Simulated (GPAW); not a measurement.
## How the form of the self-energy moves the gap of SnSe2 (P-3m1)

Aim: compare treatments of exchange, screening and correlation for the gap of SnSe2 (P-3m1).

Method: PBE and many-body steps on it, plane waves, in GPAW 26.7.0.

**What was measured.**

- Gap 1.21 ± 0.04 eV: quasiparticle gap from STS band edges on large flat area; scanning tunneling spectroscopy, log dI/dV edge fit; 77.6 K; bulk crystal (n-type SnSe2 region of partially converted crystal) (“Lateral heterostructures formed by thermally converting n-type SnSe2 to p-type SnSe”, 2018, arxiv:1804.01202).

- Gap 1 eV: indirect gap from optical absorption (approximate); optical absorption; bulk crystal (quoted in “Lateral heterostructures formed by thermally converting n-type SnSe2 to p-type SnSe”, 2018, arxiv:1804.01202).

- Gap 1.207 eV: direct band-edge excitonic transition; piezoreflectance; 300 K; bulk crystal (CVT-grown single crystal) (“Temperature Dependent Excitonic Transition Energy and Enhanced Electron-Phonon Coupling in Layered Ternary SnS2-xSex Semiconductors with Fully Tunable Stoichiometry”, 2021, pmc:8069899).

### Step 1. The structure

It takes space group P-3m1 (No. 164, trigonal). Conventional cell: a = 3.811 Å, b = 3.811 Å, c = 6.136 Å, α = 90.00°, β = 90.00°, γ = 120.00°. Nearest to Sn lie 6 Se at 2.68 Å. Se has 3 Sn at 2.68 Å nearest. Farther neighbours and most contacts between anions are not listed.

As a file:

```cif
data_structure
_symmetry_space_group_name_H-M 'P-3m1'
_symmetry_Int_Tables_number 164
_cell_length_a 3.8110
_cell_length_b 3.8110
_cell_length_c 6.1360
_cell_angle_alpha 90.000
_cell_angle_beta 90.000
_cell_angle_gamma 120.000
_cell_volume 77.18
loop_
_atom_site_label
_atom_site_type_symbol
_atom_site_symmetry_multiplicity
_atom_site_Wyckoff_symbol
_atom_site_fract_x
_atom_site_fract_y
_atom_site_fract_z
_atom_site_occupancy
Sn1 Sn 1 a 0.00000 0.00000 0.00000 1
Se1 Se 2 d 0.33333 0.66667 0.24900 1
```

The cell and positions come from the Crystallography Open Database and are kept as given unless a step says otherwise.

### Step 2. Empty states on the mesh, 6×6×4 mesh, 505 bands

This step: GPAW 26.7.0; DFT, PBE, plane waves, PAW.

The sums over transitions need many empty states on a uniform mesh; this step solves for them.

Contents of run.py:

```python
import json
import numpy as np
from gpaw.mpi import world
from gpaw import GPAW

calc = GPAW('gs.gpw').fixed_density(kpts={'size': (6, 6, 4), 'gamma': True},
    parallel={'domain': 1, 'band': 1},
    txt='nscf.txt')
calc.diagonalize_full_hamiltonian(nbands=505)
calc.write('full.gpw', mode='all')
res = {}
kpts = calc.get_ibz_k_points()
res['kpts'] = kpts
res['eigenvalues'] = [calc.get_eigenvalues(kpt=k) for k in range(len(kpts))]
res['n_electrons'] = calc.get_number_of_electrons()

if world.rank == 0:
    with open('result.json', 'w') as f:
        json.dump(res, f, default=lambda x: x.tolist())
```

The run is started by

```
> mpirun -n 4 gpaw python run.py
```

Numbers of over 12 decimals in the logs are rounded to 6 here.

Log:

```text
Diagonalizing LCAO Hamiltonian
Converting LCAO to pw mode
convergence criteria:
- Maximum integral of absolute [eigenst]ate change: 4e-08 eV^2 / valence electron
maximum number of iterations: 100

SCF iterations
|iter     |     time |      energy | eigst |  dens |
|iter:   1|  |             | +0.59 |       |
|iter:   2|  |             | -0.84 |       |
|iter:   3|  |             | -2.38 |       |
|iter:   4|  |             | -3.76 |       |
|iter:   5|  |             | -4.99 |       |
|iter:   6|  |             | -6.25 |       |
|iter:   7|  |             | -7.32 |       |
|iter:   8|  |             | -7.91c|       |
SCF steps: 8
  __  _  _
 | _ |_)|_||  |
 |__||  | ||/\| - 26.7.0

Input parameters:
  mode=PW(ecut=450.000000),
  convergence={'density': 1e-06, 'bands': -3},
  gpts=array([20, 20, 32]),
  kpts=MonkhorstPack(size=(6, 6, 4), gamma=True),
  maxiter=100,
  nbands=20,
  occupations=Occupations(name='fermi-dirac', width=0.001, fixmagmom=False),
  parallel={'domain': 1, 'band': 1},
  xc=XC(name='PBE')
Matrix size: 1701x1701
# Writing to full.gpw (mode='all')
  [... matrices ...]

timing:  # [seconds]
  Total: 14.830  # ━━━━━━━━━━━━━━━━━━━━━━━━━━━━━━━━━━━━━━━━━━━━━━━━━━━━━━━━━━
```

It took 20 s on 4 MPI ranks of Intel Xeon 6975P-C (Granite Rapids), shared host; peak memory 1.9 GiB; 79 s of CPU time.

This step gave:

```
gap                                                           : 0.8257 eV
k of the valence top                                          : 0, 0, 0
k of the conduction bottom                                    : 0.5, 0.5, 0.25
least direct gap                                              : 1.105 eV
k points computed                                             : 24
lowest point of the top converged band, above the valence top : 185.9546 eV
```

On this mesh the gap is 0.826 eV.

### Step 3. One-shot HSE06

This step: one-shot HSE06 levels on PBE orbitals, plane waves, PAW.

Contents of run.py:

```python
import json
import numpy as np
from gpaw.mpi import world
from gpaw.hybrids.eigenvalues import non_self_consistent_eigenvalues

dft, vxc, vxc_hyb = non_self_consistent_eigenvalues('full.gpw', 'HSE06', 11, 15, kpt_indices=[0, 22])
res = {'dft': dft[0], 'hybrid': (dft - vxc + vxc_hyb)[0]}
if world.rank == 0:
    with open('hybrid.txt', 'w') as f:
        for k, e0, e1 in zip([0, 22], res['dft'], res['hybrid']):
            print(k, ' '.join(f'{x:9.4f}' for x in e0), '|', ' '.join(f'{x:9.4f}' for x in e1), file=f)

if world.rank == 0:
    with open('result.json', 'w') as f:
        json.dump(res, f, default=lambda x: x.tolist())
```

The run is started by

```
> mpirun -n 4 gpaw python run.py
```

Log:

```text
IBZ(<points: 24, symmetries: 12>)
Occupied bands: 13
Transforming wave functions from IBZ to BZ: 0.030 seconds
Distributing wave functions and iFFT-ing to real space: 0.245 seconds
Calculating eigenvalues:
  k-points: 2
  Bands: 11-14 (inclusive)
  Seconds: 0.741 (wave-function broadcasting: 0.006 seconds)
HSE06-eigenvalue shifts:
  min: -0.581 eV
  ave: -0.135 eV
  max: 0.342 eV
```

It took 4.1 s on 4 MPI ranks; peak memory 1.3 GiB; 15 s of CPU time.

This step gave:

* starting gap on the mesh: 0.8257 eV
* hybrid gap on the mesh: 1.495 eV
* least direct hybrid gap on the computed points: 1.824 eV

### Step 4. GLLB-SC, self-consistent

This step: DFT, GLLB-SC with its derivative discontinuity, plane waves, PAW.

Contents of run.py:

```python
import json
import numpy as np
from gpaw.mpi import world
from ase import Atoms
from gpaw import GPAW, PW, FermiDirac

atoms = Atoms(['Sn', 'Se', 'Se'],
    cell=[[3.8110000000, 0.0000000000, 0.0000000000],
      [-1.9055000000, 3.3004228138, 0.0000000000],
      [0.0000000000, 0.0000000000, 6.1360000000]],
    scaled_positions=[[0.0000000000, 0.0000000000, 0.0000000000],
      [0.3333333333, 0.6666666667, 0.2490000000],
      [0.6666666667, 0.3333333333, 0.7510000000]],
    pbc=(True, True, True))
calc = GPAW(mode=PW(450),
    xc='GLLBSC',
    kpts={'size': (6, 6, 4), 'gamma': True},
    occupations=FermiDirac(0.001),
    nbands=-7,
    convergence={'bands': -3},
    maxiter=120,
    txt='gllbsc.txt')
atoms.calc = calc
atoms.get_potential_energy()
homo, lumo = calc.get_homo_lumo()
response = calc.hamiltonian.xc.response
dxc_pot = response.calculate_discontinuity_potential(homo, lumo)
ks_gap, dxc = response.calculate_discontinuity(dxc_pot)
res = {'ks_gap': ks_gap, 'dxc': dxc}

if world.rank == 0:
    with open('result.json', 'w') as f:
        json.dump(res, f, default=lambda x: x.tolist())
```

The run is started by

```
> mpirun -n 4 gpaw python run.py
```

Log:

```text
[banner, memory and clock lines left out]
___ ___ ___ _ _ _
 |   |   |_  | | | |
 | | | | | . | | | |
 |__ |  _|___|_____|  26.7.0
 |___|_|

Input parameters:
  convergence: {bands: -3}
  kpts: {gamma: True,
         size: (6, 6, 4)}
  maxiter: 120
  mode: {ecut: 450.000000,
         name: pw}
  nbands: -7
  occupations: {fixmagmom: False,
                name: fermi-dirac,
                width: 0.001}
  xc: GLLBSC

System changes: positions, numbers, cell, pbc, initial_charges, initial_magmoms

Initialize ...

species:
  Sn:
    name:    Tin
    Z:       50.0
    valence: 14
    core:    36
    charge:  0.0  # [|e|]
    compensation charges:
      type: gauss
      rc: 0.38  # [Å]
      lmax: 2
    cutoffs:
      filter: 2.23  # [Å]
      core: 2.35  # [Å]
    projectors
    | kind |    occ | energy [eV] | rcut [Å] |
    |   5s |  2.000 |     -11.581 |    1.201 |
    |   5p |  2.000 |      -5.035 |    1.270 |
    |   4d | 10.000 |     -27.256 |    1.185 |
    |    s |        |      15.630 |    1.201 |
    |    p |        |      22.176 |    1.270 |
    |    d |        |      -0.045 |    1.185 |

    Using partial waves for Sn as LCAO basis

  Se:
    name:    Selenium
    Z:       34.0
    valence: 6
    core:    28
    charge:  0.0  # [|e|]
    compensation charges:
      type: gauss
      rc: 0.27  # [Å]
      lmax: 2
    cutoffs:
      filter: 1.77  # [Å]
      core: 2.61  # [Å]
    projectors
    | kind |    occ | energy [eV] | rcut [Å] |
    |   4s |  2.000 |     -19.929 |    0.847 |
    |   4p |  4.000 |      -9.440 |    1.005 |
    |    s |        |       7.282 |    0.847 |
    |    p |        |      17.771 |    1.005 |
    |    d |        |       0.000 |    0.847 |

    Using partial waves for Se as LCAO basis

Reference energy: -300051.150246  # eV

Spin-paired calculation

Convergence criteria:
 Maximum [total energy] change in last 3 cyles: 0.0005 eV / valence electron
 Maximum integral of absolute [dens]ity change: 0.0001 electrons / valence electron
 Maximum integral of absolute [eigenst]ate change: 4e-08 eV^2 / valence electron
 Maximum number of scf [iter]ations: 120
 (Square brackets indicate name in SCF output, whereas a 'c' in
 the SCF output indicates the quantity has converged.)
  [... matrices ...]
Symmetries present (total): 12

  [... matrices ...]
144 k-points: 6 x 6 x 4 Monkhorst-Pack grid + [1/12,1/12,1/8]
24 k-points in the irreducible part of the Brillouin zone
       k-points in crystal coordinates                weights
   0:     0.00000000    0.00000000    0.00000000          1/144
   1:     0.00000000    0.00000000    0.25000000          2/144
   2:     0.00000000    0.00000000    0.50000000          1/144
   3:     0.16666667    0.00000000   -0.25000000          6/144
   4:     0.16666667    0.00000000    0.00000000          6/144
   5:     0.16666667    0.00000000    0.25000000          6/144
   6:     0.16666667    0.00000000    0.50000000          6/144
   7:     0.33333333   -0.16666667    0.00000000          6/144
   8:     0.33333333   -0.16666667    0.25000000         12/144
   9:     0.33333333   -0.16666667    0.50000000          6/144
          ...
  23:     0.50000000    0.50000000    0.50000000          3/144

Wave functions: Plane wave expansion
  Cutoff energy: 450.000 eV
  Number of coefficients (min, max): 1650, 1701
  Pulay-stress correction: 0.000000 eV/Ang^3 (de/decut=0.000000)
  Using FFTW library
  Wavefunction extrapolation:
    Improved wavefunction reuse through dual PAW basis

Occupation numbers: Fermi-Dirac:
  width: 0.0010  # eV

Eigensolver
   Davidson(niter=2)

Densities:
  Coarse grid: 20*20*32 grid
  Fine grid: 40*40*64 grid
  Total Charge: 0.000000

Density mixing:
  Method: separate
  Backend: msr1
  Linear mixing parameter: 0.05
  old densities: 10
  Width of damping distribution: 1.1
  Damping of long wavelength oscillations: 20

Hamiltonian:
  XC and Coulomb potentials evaluated on a 40*40*64 grid
  Using the GLLBSC Exchange-Correlation functional
  External potential:
    NoExternalPotential

XC parameters: GLLBSC functional being used consists of
  | Weight | Module     | Description                                   |
  |  1.000 | SCREENING  | GGA_X_PBE_SOL with 2 nearest neighbor stencil |
  |  1.000 | RESPONSE   | eps=0.0500 eV                                 |
  |  1.000 | XC         | GGA_C_PBE_SOL with 2 nearest neighbor stencil |

Memory estimate:

Total number of cores used: 4
Parallelization over k-points: 4

Number of atoms: 3
Number of atomic orbitals: 17
Number of bands in calculation: 20
Number of valence electrons: 26
Bands to converge: 17

... initialized

Initializing position-dependent things.

Density initialized from atomic densities
Creating initial wave functions:
  17 bands from LCAO basis set
  3 bands from random numbers

             Se

         Se

       Sn

Atomic positions and initial magnetic moments

Positions:
   0 Sn     0.000000    0.000000    0.000000    ( 0.0000,  0.0000,  0.0000)
   1 Se    -0.000000    2.200282    1.527864    ( 0.0000,  0.0000,  0.0000)
   2 Se     1.905500    1.100141    4.608136    ( 0.0000,  0.0000,  0.0000)
  [... matrices ...]
Unit cell:
           periodic     x           y           z      points  spacing
  1. axis:    yes    3.811000    0.000000    0.000000    20     0.1650
  2. axis:    yes   -1.905500    3.300423    0.000000    20     0.1650
  3. axis:    yes    0.000000    0.000000    6.136000    32     0.1918

  Lengths:   3.811000   3.811000   6.136000
  Angles:   90.000000  90.000000 120.000000

Effective grid spacing dv^(1/3) = 0.1820

iter:   1    -14.265120   +0.63
iter:   2    -14.331593   -0.62  -1.13
iter:   3    -14.139509   -0.89  -1.09
iter:   4    -13.443960   -1.47  -1.03
iter:   5    -13.160445   -2.24  -1.12
iter:   6    -12.985858   -1.80  -1.31
iter:   7    -12.956345   -3.22  -2.11
iter:   8    -12.919228   -2.99  -2.03
iter:   9    -12.959166   -3.35  -2.14
iter:  10    -12.957097   -4.48  -3.47
iter:  11    -12.946144   -4.88  -3.39
iter:  12    -12.952768c  -5.29  -3.27
iter:  13    -12.951250c  -6.61  -4.15c
iter:  14    -12.951372c  -7.04  -4.01c
iter:  15    -12.951139c  -8.04c -4.65c

Converged after 15 iterations.

Dipole moment: (0.000000, -0.000000, -0.000000) |e|*Ang

Energy contributions relative to reference atoms: (reference = -300051.150246)
  [... matrices ...]
Kinetic:        +78.461855
Potential:      -72.088230
External:        +0.000000
XC:             -19.716124
Entropy (-ST):   -0.000000
Local:           +0.391360
SIC:             +0.000000
Free energy:    -12.951139
Extrapolated:   -12.951139

GLLBSC response reference energy: 3.87953 eV (from HOMO)
  [... matrices ...]
Showing only first 2 kpts
 Kpt  Band  Eigenvalues  Occupancy
  0    11      3.50393    2.00000
  0    12      3.87977    2.00000
  0    13      5.32509    0.00000
  0    14      7.20416    0.00000

  1    11      3.58777    2.00000
  1    12      3.58777    2.00000
  1    13      6.10058    0.00000
  1    14      7.22372    0.00000

Fermi level: 4.92655

Gap: 1.074 eV
Transition (v -> c):
  (s=0, k=0, n=12, [0.00, 0.00, 0.00]) -> (s=0, k=22, n=13, [0.50, 0.50, 0.25])
Direct/indirect transitions are different
Direct gap: 1.445 eV
Transition at: (s=0, k=0, n=12, [0.00, 0.00, 0.00])
  [... matrices ...]
```

Run time: 6.6 s. Hardware: 4 MPI ranks; peak memory 0.72 GiB; 25 s of CPU time.

This step gave:

```
starting gap on the mesh      : 1.074 eV
derivative discontinuity      : 0.5028 eV
quasiparticle gap on the mesh : 1.577 eV
```

(Part 1 of 2 ends here.)

[Paths, hosts, dates, memory and timing lines, banners, echoed tables and standing remarks are left out of the program output.]

[Logs are printed without paths, hosts, clocks, repeated set-up lines and the standing remarks that a program may print on its own settings, such as how far it seeks lower states.]

[Runs of the session that timed out or met a known fault of the program may be left out.]

[Hosts, paths, dates, database ids (printed as entryN), source tags and the programs' standing remarks are cut or masked in the printed files.]
